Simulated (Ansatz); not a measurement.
# K on Rh(111): change of the work function, part 3 of 5

Wanted: Δφ(θ) for K/Rh(111), starting from the top site.

Ansatz 0.2.0; plane-wave DFT, RPBE, Ansatz PAW.

So far, work function, upper face (eV): step 2 (the clean slab) 5.02; step 3 (37 atoms, coverage 0.111 ML, cell 3x3) 1.91.

### 4. Adsorbate added, k-mesh 7×7×1, coverage 0.25 ML

System of this step: KRh16 (K/Rh(111)). The cell holds 17 atoms: 16 Rh and 1 K. Cell: a = 5.374 Å, b = 5.374 Å, c = 28.243 Å, α = 90.0°, β = 90.0°, γ = 60.0°. Vacuum lies along c.

Another coverage, to see how the dipoles act on each other as their distance changes.

Input file input.yaml:

```yaml
crystal:
  lattice:
    - [5.374011537, -1.0e-10, 0.0]
    - [2.6870057685, 4.6540305112, 0.0]
    - [0.0, 0.0, 28.2428767702]
  atoms:
    - { symbol: Rh, position: [0.0, 0.0, 0.3186644219] }
    - { symbol: Rh, position: [0.1666666667, 0.1666666667, 0.3963452843] }
    - { symbol: Rh, position: [0.3333333333, 0.3333333333, 0.4747505151] }
    - { symbol: Rh, position: [0.0, 0.0, 0.5530731482] }
    - { symbol: Rh, position: [0.0, 0.5, 0.3186644219] }
    - { symbol: Rh, position: [0.1666666667, 0.6666666667, 0.3963452843] }
    - { symbol: Rh, position: [0.3333333333, 0.8333333333, 0.4747505151] }
    - { symbol: Rh, position: [0.0, 0.5, 0.5530731482] }
    - { symbol: Rh, position: [0.5, 0.0, 0.3186644219] }
    - { symbol: Rh, position: [0.6666666667, 0.1666666667, 0.3963452843] }
    - { symbol: Rh, position: [0.8333333333, 0.3333333333, 0.4747505151] }
    - { symbol: Rh, position: [0.5, 0.0, 0.5530731482] }
    - { symbol: Rh, position: [0.5, 0.5, 0.3186644219] }
    - { symbol: Rh, position: [0.6666666667, 0.6666666667, 0.3963452843] }
    - { symbol: Rh, position: [0.8333333333, 0.8333333333, 0.4747505151] }
    - { symbol: Rh, position: [0.5, 0.5, 0.5530731482] }
    - { symbol: K, position: [0.0, 0.0, 0.6813355781] }
kpoints:
  mp_grid: { grid: [7, 7, 1] }
hamiltonian:
  xc: rpbe
scf:
  occupations: { method: fermi_dirac, width: 0.1 }
  convergence: { dr2_threshold: 1.0e-08 }
efield:
  axis: 3
  dipole_correction: true
  ramp_position: 0.97
  ramp_width: 0.06
relax:
  f_tol: 0.02
  max_steps: 60
  constraints: [{ sites: [0, 1, 4, 5, 8, 9, 12, 13] }]
output:
  bader: true
  dos: { projected: true, e_range: [-8, 4] }
  write_potential: true
  write_density: true
  volumetric_format: npy
  elf: true
```

Command:

```console
> ansatz run input.yaml --threads 4 --pin off --max-ram 12288MiB --backend cpu --events-out ev --progress --plain --runs-dir out
```

Numbers of over 12 decimals in the logs are rounded to 6 here.

Log:

```text
[...]
Crystal: 17 atoms, lattice volume = 706.377 Å³
Basis set: ecut = 420 eV, 13745 PW (Γ), exchange–correlation on 72×72×384 points (8 copies of the dense FFT grid, shifted against one another)
Bands: 169, of which v1, the nominal top of the filled ones, is band 141 counted from 1 (140 counted from 0)
Symmetry: 6 space group operations
[...]
k-points: 8 of 49 (time reversal used)
[...]
SCF iter   1: F=—  HF=-104103.458154 eV  |F-HF|=—  |Δ(HF+E_count)|=         —  Δρ=6.27e-3  dr2=1.81e0  ethr=1.77e-3  p=0.427 e·Å  D=1.09e-1 V/Å  ΔV_dip=-3.09 eV  dr2_dipole=9.00e-1  V_vac-E_F(+/−)=1.88/4.97 eV  ⟨swp⟩=8.0  Hψ=5631  notcnv=0  defer=17
[...]
SCF iter  14: F=-104103.435217 eV  HF=-104103.435217 eV  |F-HF|=5.53e-10  |Δ(HF+E_count)|=   1.40e-8  Δρ=2.61e-7  dr2=1.54e-9  ethr=3.56e-12  p=0.371 e·Å  D=9.51e-2 V/Å  ΔV_dip=-2.69 eV  dr2_dipole=7.28e-11  V_vac-E_F(+/−)=2.32/5.01 eV  ⟨swp⟩=14.6  Hψ=9572  notcnv=0
SCF 1 converged in 14 iterations: F = -104103.435217 eV  dr2 = 1.54e-9
[...]
relax step   1: F+E_penalty+E_count = -104103.43521717 eV  Δ(F+E_penalty+E_count) = +0.000e0 eV  max|allowed force component| = 5.559e-1 eV/Å  Δτ_max = 0.0000 Å  (14 SCF iters, accepted)
[...]
SCF iter  10: F=-104103.491808 eV  HF=-104103.491808 eV  |F-HF|=3.09e-9  |Δ(HF+E_count)|=   6.18e-8  Δρ=4.74e-7  dr2=6.62e-9  ethr=3.56e-12  p=0.379 e·Å  D=9.70e-2 V/Å  ΔV_dip=-2.74 eV  dr2_dipole=8.76e-11  V_vac-E_F(+/−)=2.27/5.01 eV  ⟨swp⟩=14.1  Hψ=9590  notcnv=0
SCF 2 converged in 10 iterations: F = -104103.491808 eV  dr2 = 6.62e-9
relax step   2: F+E_penalty+E_count = -104103.49180844 eV  Δ(F+E_penalty+E_count) = -5.659e-2 eV  max|allowed force component| = 5.550e-1 eV/Å  Δτ_max = 0.0940 Å  (10 SCF iters, accepted)
SCF iter   1: F=—  HF=-104103.608206 eV  |F-HF|=—  |Δ(HF+E_count)|=         —  Δρ=3.22e-3  dr2=5.00e-1  ethr=1.27e-3  p=0.379 e·Å  D=9.70e-2 V/Å  ΔV_dip=-2.74 eV  dr2_dipole=3.33e-2  V_vac-E_F(+/−)=2.28/5.02 eV  ⟨swp⟩=5.6  Hψ=2783  notcnv=1  defer=34
[...]
SCF iter  11: F=-104103.600746 eV  HF=-104103.600746 eV  |F-HF|=1.11e-9  |Δ(HF+E_count)|=   3.69e-8  Δρ=7.18e-7  dr2=7.96e-9  ethr=3.56e-12  p=0.396 e·Å  D=1.02e-1 V/Å  ΔV_dip=-2.87 eV  dr2_dipole=1.11e-9  V_vac-E_F(+/−)=2.14/5.01 eV  ⟨swp⟩=15.5  Hψ=9786  notcnv=0
SCF 3 converged in 11 iterations: F = -104103.600746 eV  dr2 = 7.96e-9
relax step   3: F+E_penalty+E_count = -104103.60074557 eV  Δ(F+E_penalty+E_count) = -1.089e-1 eV  max|allowed force component| = 4.728e-1 eV/Å  Δτ_max = 0.1956 Å  (11 SCF iters, accepted)
[...]
relax step   4: F+E_penalty+E_count = -104103.67885788 eV  Δ(F+E_penalty+E_count) = -7.811e-2 eV  max|allowed force component| = 3.110e-1 eV/Å  Δτ_max = 0.1928 Å  (12 SCF iters, accepted)
[...]
relax step   5: F+E_penalty+E_count = -104103.71336140 eV  Δ(F+E_penalty+E_count) = -3.450e-2 eV  max|allowed force component| = 1.410e-1 eV/Å  Δτ_max = 0.1530 Å  (12 SCF iters, accepted)
SCF iter   1: F=—  HF=-104103.719122 eV  |F-HF|=—  |Δ(HF+E_count)|=         —  Δρ=1.19e-3  dr2=7.01e-2  ethr=9.19e-5  p=0.436 e·Å  D=1.12e-1 V/Å  ΔV_dip=-3.15 eV  dr2_dipole=4.37e-3  V_vac-E_F(+/−)=1.86/5.01 eV  ⟨swp⟩=4.0  Hψ=2882  notcnv=0  defer=31
[...]
SCF iter  11: F=-104103.718791 eV  HF=-104103.718791 eV  |F-HF|=8.73e-10  |Δ(HF+E_count)|=   4.70e-8  Δρ=5.85e-7  dr2=8.70e-9  ethr=3.56e-12  p=0.447 e·Å  D=1.14e-1 V/Å  ΔV_dip=-3.23 eV  dr2_dipole=2.97e-10  V_vac-E_F(+/−)=1.78/5.01 eV  ⟨swp⟩=15.0  Hψ=9442  notcnv=0
SCF 6 converged in 11 iterations: F = -104103.718791 eV  dr2 = 8.70e-9
relax step   6: F+E_penalty+E_count = -104103.71879143 eV  Δ(F+E_penalty+E_count) = -5.430e-3 eV  max|allowed force component| = 1.740e-2 eV/Å  Δτ_max = 0.0787 Å  (11 SCF iters, accepted)
[...]
SCF converged after 11 iterations
Free energy (F): -104103.718791 eV
[...]
Internal energy: -104102.819378 eV  (E = F + TS)
E sigma→0 (E₀):  -104103.269085 eV
Entropy (-TS):   -0.899413 eV (-52.907 meV/atom)
Fermi energy:    5.176780 eV
Dipole field:    D = 0.114412 V/Å  (p = 0.446628 e·Å, saw-weighted, corrected)
Work function:   Φ+ = 1.7767 eV   Φ− = 5.0081 eV
[...]
--- Forces (eV/Å), atoms counted from 1 ---
  atom   1  Rh    -0.00000000    -0.00000000    -0.11583113
  atom   2  Rh     0.03299726     0.01905098     0.14112125
  atom   3  Rh    -0.00000000     0.00000000     0.00646247
  atom   4  Rh     0.00000000     0.00000000     0.01740077
  atom   5  Rh     0.00611153    -0.00352849    -0.11605314
  atom   6  Rh    -0.00000000    -0.03810196     0.14112125
  atom   7  Rh     0.00002460    -0.00001420    -0.00277681
  atom   8  Rh     0.00065541    -0.00037840    -0.00640625
  atom   9  Rh     0.00000000     0.00705698    -0.11605314
  atom  10  Rh    -0.03299726     0.01905098     0.14112125
  atom  11  Rh     0.00000000     0.00002840    -0.00277681
  atom  12  Rh     0.00000000     0.00075680    -0.00640625
  atom  13  Rh    -0.00611153    -0.00352849    -0.11605314
  atom  14  Rh     0.00000000    -0.00000000     0.04385910
  atom  15  Rh    -0.00002460    -0.00001420    -0.00277681
  atom  16  Rh    -0.00065541    -0.00037840    -0.00640625
  atom  17  K     -0.00000000     0.00000000     0.00045531
  max |Σ_I F_I| component: 1.64e-6 eV/Å
--- Band table (eV; the first three rows and the last of 8) ---
  k-point 0: bands = [... 137 lower, 5.5298, 5.5298, 5.6270, 5.6270, 5.8098, 5.8167, 5.8167, 5.9647, ... 24 higher]
  k-point 1: bands = [... 137 lower, 5.3942, 5.4694, 5.4961, 5.5092, 5.6197, 5.6320, 5.6834, 5.7011, ... 24 higher]
  k-point 2: bands = [... 137 lower, 4.9516, 5.1207, 5.1336, 5.1835, 5.2101, 5.3154, 5.3227, 5.4752, ... 24 higher]
  k-point 7: bands = [... 137 lower, 4.8949, 4.9492, 4.9638, 5.0650, 5.0784, 5.1553, 5.1609, 5.2932, ... 24 higher]
--- Relaxed structure (6 steps of the walk, 6 accepted, 0 SCFs on fresh bases) ---
  F+E_penalty+E_count = -104103.71879143 eV   max|allowed force component| = 1.740e-2 eV/Å
  atoms:
    - { symbol: Rh, position: [0.0, 0.0, 0.3186644219] }
    - { symbol: Rh, position: [0.166667, 0.166667, 0.3963452843] }
    - { symbol: Rh, position: [0.333333, 0.333333, 0.475596] }
    - { symbol: Rh, position: [-7.380400965630141e-19, -4.261076484306143e-19, 0.550882] }
    - { symbol: Rh, position: [0.0, 0.5, 0.3186644219] }
    - { symbol: Rh, position: [0.166667, 0.666667, 0.3963452843] }
    - { symbol: Rh, position: [0.334593, 0.832703, 0.474647] }
    - { symbol: Rh, position: [-0.000382223, 0.500191, 0.554529] }
    - { symbol: Rh, position: [0.5, 0, 0.3186644219] }
    - { symbol: Rh, position: [0.666667, 0.166667, 0.3963452843] }
    - { symbol: Rh, position: [0.832703, 0.334593, 0.474647] }
    - { symbol: Rh, position: [0.500191, -0.000382223, 0.554529] }
    - { symbol: Rh, position: [0.500000, 0.5, 0.3186644219] }
    - { symbol: Rh, position: [0.666667, 0.666667, 0.3963452843] }
    - { symbol: Rh, position: [0.832703, 0.832703, 0.474647] }
    - { symbol: Rh, position: [0.500191, 0.500191, 0.554529] }
    - { symbol: K, position: [-8.516479335381512e-18, -4.9169916369137215e-18, 0.656054] }
--- Bader charges: 17 sites ---
  site symbol  charge [e]  shift [e]
     0     Rh     -0.0430     0.0001
     1     Rh      0.0471     0.0001
     2     Rh      0.0363     0.0000
     3     Rh     -0.1922     0.0001
     4     Rh     -0.0449     0.0001
     5     Rh      0.0471     0.0001
     6     Rh      0.0351     0.0000
     7     Rh     -0.1991     0.0000
     8     Rh     -0.0449     0.0001
     9     Rh      0.0473     0.0001
    10     Rh      0.0351     0.0000
    11     Rh     -0.1991     0.0000
    12     Rh     -0.0449     0.0001
    13     Rh      0.0433     0.0001
    14     Rh      0.0351     0.0000
    15     Rh     -0.1991     0.0000
    16      K      0.6407     0.0000
  estimated error of the sums over rays = 5.3e-4 e
```

Run time: 4.5 min. Hardware: 4 threads of Arm Neoverse V1, shared host; peak memory 2.9 GiB; 17 min of CPU time.

The steps of the relaxation:

| step | energy less that of the first step (eV) | largest force component (eV/Å) |
| --- | --- | --- |
| 1 | 0.0000 | 0.5559 |
| 2 | -0.0566 | 0.5550 |
| 3 | -0.1655 | 0.4728 |
| 4 | -0.2436 | 0.3110 |
| 5 | -0.2781 | 0.1410 |
| 6 | -0.2836 | 0.0174 |

The run keeps the 6 symmetry operations that it works with, so distortions that break them were not tested.

The atoms that moved most (Å):

| atom | dx | dy | dz | length |
| --- | --- | --- | --- | --- |
| K17 | 0.000 | 0.000 | -0.714 | 0.714 |
| Rh4 | 0.000 | 0.000 | -0.062 | 0.062 |
| Rh16 | 0.002 | 0.001 | 0.041 | 0.041 |
| Rh8 | -0.002 | 0.001 | 0.041 | 0.041 |
| Rh12 | 0.000 | -0.002 | 0.041 | 0.041 |
| Rh3 | 0.000 | 0.000 | 0.024 | 0.024 |
| Rh7 | 0.005 | -0.003 | -0.003 | 0.007 |
| Rh11 | 0.000 | 0.006 | -0.003 | 0.007 |

The relaxed structure:

```cif
data_structure
_symmetry_space_group_name_H-M 'P 1'
_symmetry_Int_Tables_number 1
_cell_length_a 5.3740
_cell_length_b 5.3740
_cell_length_c 28.2429
_cell_angle_alpha 90.000
_cell_angle_beta 90.000
_cell_angle_gamma 60.000
_cell_volume 706.38
loop_
_atom_site_label
_atom_site_type_symbol
_atom_site_fract_x
_atom_site_fract_y
_atom_site_fract_z
_atom_site_occupancy
Rh1 Rh 0.00000 0.00000 0.31866 1
Rh2 Rh 0.16667 0.16667 0.39635 1
Rh3 Rh 0.33333 0.33333 0.47560 1
Rh4 Rh 0.00000 0.00000 0.55088 1
Rh5 Rh 0.00000 0.50000 0.31866 1
Rh6 Rh 0.16667 0.66667 0.39635 1
Rh7 Rh 0.33459 0.83270 0.47465 1
Rh8 Rh 0.99962 0.50019 0.55453 1
Rh9 Rh 0.50000 0.00000 0.31866 1
Rh10 Rh 0.66667 0.16667 0.39635 1
Rh11 Rh 0.83270 0.33459 0.47465 1
Rh12 Rh 0.50019 0.99962 0.55453 1
Rh13 Rh 0.50000 0.50000 0.31866 1
Rh14 Rh 0.66667 0.66667 0.39635 1
Rh15 Rh 0.83270 0.83270 0.47465 1
Rh16 Rh 0.50019 0.50019 0.55453 1
K17 K 0.00000 0.00000 0.65605 1
```

Numbers from this step:

```
energy at zero smearing        : -104103.2691 eV
work function, upper face      : 1.777 eV
dipole along the normal        : 0.4466 e·Å
step between the vacuum levels : -3.231 eV
```

Running mean over 2.194 Å of the planar mean; the ramp of the sawtooth is left out. Electron's electrostatic potential energy less the Fermi level against z:

| z (Å) | electron's electrostatic potential energy less the Fermi level (eV) |
| --- | --- |
| 4 | 5.01 |
| 5 | 5.00 |
| 6 | 4.93 |
| 7 | 4.00 |
| 8 | -5.66 |
| 9 | -12.7 |
| 10 | -13.1 |
| 11 | -13.2 |
| 12 | -13.0 |
| 13 | -13.2 |
| 14 | -13.0 |
| 15 | -12.7 |
| 16 | -11.9 |
| 17 | -2.15 |
| 18 | -0.136 |
| 19 | -1.08 |
| 20 | 0.489 |
| 21 | 1.41 |
| 22 | 1.65 |
| 23 | 1.74 |
| 24 | 1.77 |
| 25 | 1.77 |

The density of states has structure finer than the step of the table below, so its rows give means over 0.25 eV, whole bins alone (the curve runs from -8 to 1.98 eV). Peaks (eV: height): -3.580: 44.4, -3.040: 44.2, -2.680: 63.0, -2.530: 44.3, -2.320: 46.1, -1.530: 46.3, 0.480: 44.5.

The density of states by energy, zero at the Fermi level; means over each step:

| energy (eV) | density of states (states/eV a cell) |
| --- | --- |
| -7.50 | 0 |
| -7.25 | 0.641 |
| -7.00 | 0.863 |
| -6.75 | 0.962 |
| -6.50 | 1.03 |
| -6.25 | 1.38 |
| -6.00 | 2.74 |
| -5.75 | 7.49 |
| -5.50 | 18.2 |
| -5.25 | 22.7 |
| -5.00 | 27.7 |
| -4.75 | 26.3 |
| -4.50 | 21.2 |
| -4.25 | 23.1 |
| -4.00 | 21.9 |
| -3.75 | 18.5 |
| -3.50 | 20.7 |
| -3.25 | 18.1 |
| -3.00 | 28.2 |
| -2.75 | 36.6 |
| -2.50 | 34.9 |
| -2.25 | 31.4 |
| -2.00 | 26.6 |
| -1.75 | 19.3 |
| -1.50 | 34.2 |
| -1.25 | 19.0 |
| -1.00 | 22.3 |
| -0.75 | 28.5 |
| -0.50 | 31.3 |
| -0.25 | 22.7 |
| 0.00 | 28.0 |
| 0.25 | 27.1 |
| 0.50 | 34.8 |
| 0.75 | 19.8 |
| 1.00 | 10.1 |
| 1.25 | 2.96 |
| 1.50 | 6.10 |
| 1.75 | 6.57 |

Projected DOS per atom over height of the atomic layer and energy from the Fermi level. Layers: Rh4 Rh4 Rh4 Rh4 K from below.

Values in states/eV, 22 rows by 5 columns, each cell a mean:
```
0.39 0.29 0.32 0.43 0.52
0.17 0.15 0.15 0.18 0.23
0.92 0.82 0.84 0.91 0.65
1.80 2.05 2.02 1.64 0.81
1.73 1.46 1.40 1.80 0.46
2.22 1.34 1.34 2.18 0.20
1.61 1.23 1.31 1.58 0.24
1.94 1.30 1.45 1.85 0.26
1.79 1.00 1.06 1.89 0.13
2.25 1.62 1.63 2.28 0.08
2.04 1.98 1.93 2.08 0.03
1.18 1.45 1.42 1.29 0.01
1.13 1.31 1.34 1.23 0.01
1.40 1.24 1.32 1.48 0.00
1.33 1.47 1.50 1.38 0.01
1.12 2.37 2.25 1.00 0.01
0.47 1.73 1.60 0.41 0.01
0.10 0.38 0.35 0.10 0.00
0.03 0.11 0.11 0.03 0.00
0.02 0.10 0.09 0.02 0.00
0.01 0.04 0.04 0.01 0.00
0.00 0.00 0.00 0.00 0.00
```
Columns: height of the atomic layer (Å) from 9 to 18.5 (not evenly spaced); rows upwards: energy from the Fermi level (eV) from -7.96 to 1.95.

ELF in the ca plane at fractional y = 0.000, with atoms of Rh and K within 0.2 Å of it. It is the smooth field of the valence electrons, not physical close to the nuclei.

Values, 8 rows by 16 columns, each cell a mean:
```
0.59 0.25 0.23 0.20 0.23 0.27 0.64 0.38 0.32 0.83 0.64 0.05 0.15 0.13 0.04 0.01
0.26 0.25 0.35 0.24 0.36 0.23 0.27 0.26 0.13 0.48 0.25 0.04 0.17 0.12 0.04 0.01
0.32 0.24 0.31 0.23 0.31 0.23 0.33 0.27 0.15 0.03 0.02 0.10 0.19 0.10 0.03 0.01
0.66 0.26 0.23 0.19 0.24 0.27 0.69 0.48 0.17 0.10 0.10 0.21 0.20 0.09 0.03 0.01
0.59 0.25 0.23 0.20 0.23 0.25 0.62 0.42 0.17 0.08 0.07 0.18 0.20 0.10 0.03 0.01
0.26 0.25 0.36 0.25 0.37 0.23 0.26 0.26 0.13 0.07 0.04 0.07 0.19 0.11 0.03 0.01
0.32 0.24 0.31 0.23 0.31 0.24 0.35 0.27 0.17 0.68 0.39 0.04 0.16 0.12 0.04 0.01
0.66 0.26 0.23 0.19 0.24 0.30 0.71 0.43 0.37 0.78 0.69 0.06 0.15 0.13 0.04 0.01
```
Columns run along c (16.0 Å, from fractional 0.32 to 0.89 of the cell), rows up along a (5.4 Å). Atoms in or near the plane, at fractional coordinates: Rh at (0.55, 0.00), Rh at (0.55, 0.50), K at (0.66, 0.00).

Valence density in the ca plane at fractional y = 0.000, with atoms of Rh and K within 0.2 Å of it. It is the smooth field of the valence electrons, not physical close to the nuclei.

Values in units of 1e0 e/Å³, 8 rows by 16 columns, each cell a mean:
```
5.3 0.4 0.4 0.2 0.4 0.6 6.3 1.7 0.4 2.7 0.8 0.0 0.0 0.0 0.0 0.0
0.6 0.5 1.2 0.4 1.3 0.4 0.6 0.3 0.1 0.3 0.1 0.0 0.0 0.0 0.0 0.0
1.1 0.4 0.9 0.4 1.0 0.4 1.2 0.6 0.0 0.0 0.0 0.0 0.0 0.0 0.0 0.0
7.4 0.4 0.3 0.2 0.3 0.5 8.1 3.3 0.1 0.0 0.0 0.0 0.0 0.0 0.0 0.0
5.4 0.4 0.4 0.2 0.4 0.5 5.9 2.4 0.1 0.0 0.0 0.0 0.0 0.0 0.0 0.0
0.5 0.5 1.2 0.4 1.3 0.4 0.6 0.3 0.0 0.0 0.0 0.0 0.0 0.0 0.0 0.0
1.2 0.4 0.9 0.4 1.0 0.4 1.4 0.5 0.1 0.8 0.2 0.0 0.0 0.0 0.0 0.0
7.4 0.4 0.3 0.2 0.3 0.8 8.8 2.4 0.5 3.4 1.0 0.0 0.0 0.0 0.0 0.0
```
Columns run along c (16.0 Å, from fractional 0.32 to 0.89 of the cell), rows up along a (5.4 Å). Atoms in or near the plane, at fractional coordinates: Rh at (0.55, 0.00), Rh at (0.55, 0.50), K at (0.66, 0.00).

Electrostatic potential energy in the ca plane at fractional y = 0.000, with atoms of Rh and K within 0.2 Å of it. With pseudopotentials it is smooth inside the atoms' cores, unlike the true potential.

Ten even steps from '0' (-69 eV) to '9' (8 eV), each cell a mean:
```
00599999999999984001699863346899999999999999
35899888999888997435899986568999999999999999
88998767898767999889999998889999999999999999
99998656898657899999999999999999999999999999
67899878999878999767899999999999999999999999
02699999999999997202699999999999999999999999
00589999999999995000489999999999999999999999
01599999999999995100489999999999999999999999
35899888999888998534799999999999999999999999
88998767998767999888999999999999999999999999
99998656898657899999999999999999999999999999
67999778999878998767999997788999999999999999
02699999999999985102799974457999999999999999
00489999999999983000599863336899999999999999
```
Columns run along c (16.0 Å, from fractional 0.32 to 0.89 of the cell; values clipped at the 3rd and 97th percentile), rows up along a (5.4 Å). Atoms in or near the plane, at fractional coordinates: Rh at (0.55, 0.00), Rh at (0.55, 0.50), K at (0.66, 0.00).

The relaxation took 6 steps and lowered the energy by 0.28 eV; the largest force on the free atoms ends at 0.017 eV/Å.

By hand: a sheet of dipoles makes a step −p/(ε₀A) in the electron's potential. With e/ε₀ = 180.95 V·Å, p = 0.4466 e·Å and A = 25.01 Å², that is −180.95 × (0.4466) / 25.01 = -3.231 eV, and the two vacuum levels of the run differ by -3.231 eV.

The covered face has 1.78 eV, -3.24 eV against the clean one; the bare back face has moved by -0.00 eV, a measure of how thin the slab is.

### 5. Work function against coverage

This step: plane-wave DFT, RPBE, Ansatz PAW; work function against coverage (Ansatz 0.2.0).

The runs are now put side by side.

Numbers from this step:

| Quantity | Value |
| --- | --- |
| work function of the clean face | 5.021 eV |
| largest change of the work function | -3.244 eV |

Table of work function of the covered face by coverage:

| coverage (adsorbates/nm²) | work function of the covered face (eV) |
| --- | --- |
| 0.00 | 5.02 |
| 1.78 | 1.91 |
| 4.00 | 1.78 |

The dipole per adsorbate comes from the change of the cell's dipole. Coverage, by row:

| coverage (1/nm²) | coverage (ML) | work function (eV) | change (eV) | dipole per adsorbate, positive end outwards (debye) | mean height of the added atoms over the highest substrate atom (Å) |
| --- | --- | --- | --- | --- | --- |
| 1.777 | 0.1111 | 1.911 | -3.11 | 4.639 | 2.899 |
| 3.998 | 0.25 | 1.777 | -3.244 | 2.151 | 2.867 |

(Continued in part 4 of 5.)

[Logs are printed without paths, hosts, clocks, repeated set-up lines and the standing remarks that a program may print on its own settings, such as how far it seeks lower states.]

[Hosts, paths, dates, database ids (printed as entryN), source tags and the programs' standing remarks are cut or masked in the printed files.]

[Maps of the electrostatic potential energy from Ansatz leave out the sawtooth potential of an applied field or a dipole correction, so their vacuum need not be flat; planar profiles and work functions include it.]

[The density of states shown here was stored with 400 of the rows of the run's finer table, so its peaks can read low, often by over a quarter, or be missed, and its means over a window can be off by a tenth or more.]
